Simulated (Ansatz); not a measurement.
# Work function of hcp Sc face by face (PBE)

Does the work function of Sc follow how densely a face is packed?

All values are computed: Ansatz 0.2.0, PBE, plane waves, scalar-relativistic unless marked; slabs or sheets with vacuum, the vacuum level from the planar mean of the electrostatic potential.

| face | atoms in the slab | top-layer atoms per Å² | work function (eV) |
| --- | --- | --- | --- |
| (100) | 8 | 0.057 | 3.52 |
| (001) | 6 | 0.105 | 3.49 |

The densest face listed is -0.03 eV against the most open one. The difference is within the scatter of thin slabs and meshes, so no order can be read.

The slabs are 1×1 cuts on the parent's lattice, 9.3 to 12.8 Å between the outer relaxed layers. Two faces can't establish a trend.
